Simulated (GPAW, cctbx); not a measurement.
## How far are the atoms of CsCu3 from free atoms?

Aim: compute the bonding part of the density of CsCu3, find which reflections carry it, and see how it biases an ordinary refinement.

The start was made by putting kin elements into a known structure type; the compound need not exist, or be stable, in this form. All numbers below are calculated.

## 1. Find the equilibrium geometry

The density hangs on the geometry, so cell and atoms are relaxed first, with the symmetry held. The cutoff is set higher than for the density because stress converges slowly with plane waves.

Settings: GPAW 26.7.0, PBE, 570 eV, 4×4×4 k-points, Fermi–Dirac width 0.1 eV, BFGS to 0.03 eV/Å.

```text
cell
1.0
     4.830000000    0.000000000    0.000000000
     0.000000000    4.830000000    0.000000000
     0.000000000    0.000000000    4.830000000
Cs Cu
1 3
Direct
0.000000000 0.000000000 0.000000000
0.500000000 0.500000000 0.000000000
0.500000000 0.000000000 0.500000000
0.000000000 0.500000000 0.500000000
```

```console
$ OMP_NUM_THREADS=1 mpirun -n 4 gpaw python run.py > gpaw.log
```

```text
BFGS:    0       -7.281765        0.464422
BFGS:    1       -7.290901        0.456719
BFGS:    2       -7.455415        0.269358
BFGS:    3       -7.519380        0.003886
cell  4.4736 4.4736 4.4736  90.00 90.00 90.00
volume 89.529 A^3, largest force 0.000 eV/A, largest stress 0.03 GPa
```

The cell moved far, while the k-mesh and basis were chosen for the start, so the final shape may be somewhat biased.

After 3 steps the volume has changed by -20.5 % and the energy by -0.238 eV; the largest stress left is 0.03 GPa. It took 34 s on 4 cores of Arm Neoverse V1 (shared host), peak memory 0.75 GiB.

Relaxed structure: Pm-3m (no. 221), a = 4.4736 Å, b = 4.4736 Å, c = 4.4736 Å, α = 90.00°, β = 90.00°, γ = 90.00°.

```csv
atom,mult.,x,y,z
Cs1,1,0,0,0
Cu1,3,1/2,1/2,0
```

## 2. Density and charge transfer

X-rays see the whole electron density, so the PAW density is rebuilt with its core regions. Subtracting spherical free atoms from the same code cancels the cores and leaves the deformation density Δρ, the part due to bonding.

Settings: PBE, 450 eV, 5×5×5 k-points, Fermi–Dirac width 0.1 eV; primitive cell of 4 atoms.

```console
$ OMP_NUM_THREADS=1 mpirun -n 4 gpaw python run.py > gpaw.log
```

```text
|iter:   1|       0s |   -9.116286 | +0.19 |       |
|iter:   2|       1s |   -8.340713 | -1.88 | -1.02 |
|iter:   3|       1s |   -7.559916 | -1.37 | -1.15 |
...
|iter:   8|       4s |   -7.450721c| -6.06 | -3.71 |
|iter:   9|       4s |   -7.450723c| -6.83 | -3.95 |
|iter:  10|       4s |   -7.450719c| -8.12c| -4.65c|
```

```text
grid (48, 48, 48)  electrons 142.000  moved by bonding 0.579 e
deformation density beyond 0.5 A of the nuclei: max 0.019, min -0.108 e/A^3
atom        x       y       z   Voronoi charge  moment
Cs1    0.0000  0.0000  0.0000      0.087       0.00
Cu2    0.5000  0.5000  0.0000     -0.029       0.00
Cu3    0.5000  0.0000  0.5000     -0.029       0.00
Cu4    0.0000  0.5000  0.5000     -0.029       0.00
mean inner potential of superposed free atoms 17.284 V
total magnetic moment 0.000 muB
```

Deformation density in a plane through the shortest contact of the Cs atom at the origin, in 0.01 e/Å³ (clipped at ±99); x from -1.6 to 4.8 Å, y from 2.4 down to -2.4 Å:

```text
  0   1   1  -1  -1   0   1   1   0  -1  -2  -2  -2  -1  -1   0
  0   0   1   1   1   1   1   0   0  -1  -1  -1  -1  -1   0   0
  0   0   0   1   1   0   0   0   0   0   0   1   0   0   0   0
  0   0  -1   0   0  -1  -1   0   0   1   1   1   1   1   0   0
  0  -1  -1  -2  -2  -2  -1   0   0   1   1  -1   0   1   1   0
  0  -1  -2  -1   .  -1  -1   0   1   1  -4   .  -8  -1   1   0
  1   0  -2   .   .  -1  -1   0   1   1   0   .   .  -1   1   1
  0  -1  -2  -1   .  -1  -1   0   1   1  -4   .  -8  -1   1   0
  0  -1  -1  -2  -2  -2  -1   0   0   1   1  -1   0   1   1   0
  0   0  -1   0   0  -1  -1   0   0   1   1   1   1   1   0   0
  0   0   0   1   1   0   0   0   0   0   0   1   0   0   0   0
  0   0   1   1   1   1   1   0   0  -1  -1  -1  -1  -1   0   0
  0   1   1  -1  -1   0   1   1   0  -1  -2  -2  -2  -1  -1   0
```

Atoms in or within 0.15 Å of the plane: Cs (0.0, 0.0), Cu (3.2, 0.0) Å. Dots mark points within about 0.45 Å of a nucleus; large values next to them are atomic features.

Cu gains most (-0.03 e) and Cs loses most (+0.09 e), as electronegativity suggests. Along the shortest contact from the Cs atom at the map's origin, Cs–Cu at 3.16 Å, Δρ is +0.01 e/Å³ at the midpoint: little piles up between the atoms, as is usual in a metallic crystal, which this run finds. At the midpoints of other shortest contacts it is +0.02 (Cu–Cu, 3.16 Å) e/Å³. Point values carry grid noise of about 0.01 e/Å³. The run needed 10 iterations, 9 s.

## 3. Structure factors

The Fourier components of Δρ, added to those of the free atoms, give the static X-ray structure factors; the Mott–Bethe relation turns them into the Fourier components V of the potential that fast electrons feel.

```text
static structure factors of the conventional cell: F in electrons, V (Mott-Bethe) in volts
   h  k  l      d  |F| table  |F| free   |F| DFT   change   |V| free  |V| DFT  change %
   0  1  0  4.4736    23.142    23.230    23.207   -0.023     2.838    2.862      0.8
   0  1  1  3.1633    21.676    21.788    21.832    0.044     2.158    2.135     -1.0
   1  1  1  2.5828   115.645   115.239   114.865   -0.375     9.139    9.267      1.4
   0  2  0  2.2368   110.365   109.909   109.504   -0.405     8.220    8.324      1.3
   0  2  1  2.0007    19.008    19.210    19.302    0.092     1.391    1.373     -1.4
   1  2  1  1.8263    18.495    18.686    18.814    0.128     1.249    1.227     -1.7
   0  2  2  1.5817    94.974    94.627    94.488   -0.139     6.067    6.085      0.3
   1  2  2  1.4912    17.505    17.616    17.644    0.028     0.954    0.951     -0.3
   0  3  0  1.4912    17.505    17.616    17.716    0.100     0.954    0.943     -1.2
   0  3  1  1.4147    17.276    17.360    17.373    0.013     0.885    0.884     -0.1
   1  3  1  1.3488    86.834    86.622    86.559   -0.062     5.158    5.164      0.1
   2  2  2  1.2914    84.523    84.349    84.317   -0.032     4.922    4.925      0.1
   0  3  2  1.2408    16.717    16.743    16.778    0.035     0.730    0.727     -0.4
   1  3  2  1.1956    16.554    16.568    16.582    0.013     0.690    0.689     -0.1
```

The largest X-ray change is -0.41 e on 020, 0.4 % of |F|. For electrons V goes as (Z − F)/g², so a change of F counts against Z − F, which is small at low angle and wherever the atoms' terms cancel: |V| of 121 moves by -1.7 % (1.25 to 1.23 V) against +0.7 % in |F|. The tabulated Hartree–Fock atoms differ from the free DFT atoms by up to 0.46 e, so the choice of reference atom matters too.

## 4. The functional ladder

The same geometry is run with other functionals, to see whether the bonding signal is larger than the spread between approximations. Free atoms are LDA for LDA and PBE otherwise. Any other changed setting is in the row's label.

```
 run  ΔF 020 (e)  ΔF 111 (e)  ΔF 022 (e)  q(Cu) (e)  moved (e)  time
 PBE      -0.405      -0.375      -0.139     -0.029      0.579   9 s
 LDA      -0.414      -0.378      -0.153     -0.027      0.581  13 s
RPBE      -0.386      -0.360      -0.119     -0.026      0.563  16 s
```

At the base's settings ΔF(020) spans -0.414 to -0.386 e, a spread of 7 % of the PBE value; over the three listed reflections the spread is at most 24 %, so sign and size hold across the functionals. Times are from shared hosts.

## 5. Refining ordinary atoms against data with bonding

Routine crystallography fits spherical atoms. To see the bias, intensities are simulated from tabulated atoms plus the DFT change ΔF, so that bonding alone can misfit (4066 reflections of the full sphere, merged to the counts below, to 0.45 Å, 0.5 % proportional noise plus counting noise, assumed isotropic U as listed, Δρ smeared by the mean U) and refined with cctbx over different ranges.

```csv
range,data,R1,GooF,U Cs1 (true 0.0047),U Cu1 (true 0.006),largest shift (Å),"Δρ max, min (e/Å³)"
all data,137,0.0021,1.00,0.0047,0.0060,0.0000,"0.20, -0.17"
"low resolution, d > 0.84",30,0.0015,0.93,0.0046,0.0060,0.0000,"0.08, -0.07"
"high order, d < 0.75",98,0.0023,0.96,0.0047,0.0060,0.0000,"0.15, -0.10"
"occupancies free, d > 0.7",45,0.0017,1.00,0.0047,0.0059,0.0000,"0.14, -0.06"
```

With all data GooF is 1.00, so at this noise the bonding hardly shows; the top residual peak lies 2.24 Å from Cu and 2.24 Å from Cu. No U is off by more than 3 s.u. at low resolution. Symmetry fixes every coordinate, so the shifts are zero by construction. With Cs1 held at 1 and the scale free, the other occupancies refine to Cu1 0.998(0.001), within three s.u. of full.

## 6. Answer

Bonding moves 0.58 e in the primitive cell of CsCu3 and changes the structure factors of the conventional cell in the table above by at most 0.41 e (020, 0.4 %), and among reflections above 2 % of the strongest by up to 0.7 % (121). The shortest bond, Cs–Cu, has Δρ = +0.01 e/Å³ at its midpoint, with no localised bond charge. At the base's settings ΔF(020) spans -0.414 to -0.386 e, a spread of 7 % of the PBE value; over the three listed reflections the spread is at most 24 %, so sign and size hold across the functionals. With all data GooF is 1.00, so at this noise the bonding hardly shows. Limits: static density, frozen cores, no spin–orbit coupling.

[Outputs are excerpts: Python notices, other lines and further rows are left out; steps that failed or that the build refused (PBEsol, TPSS) are not shown.]

[Logs are printed without paths, hosts, clocks, repeated set-up lines and the standing remarks that a program may print on its own settings, such as how far it seeks lower states.]
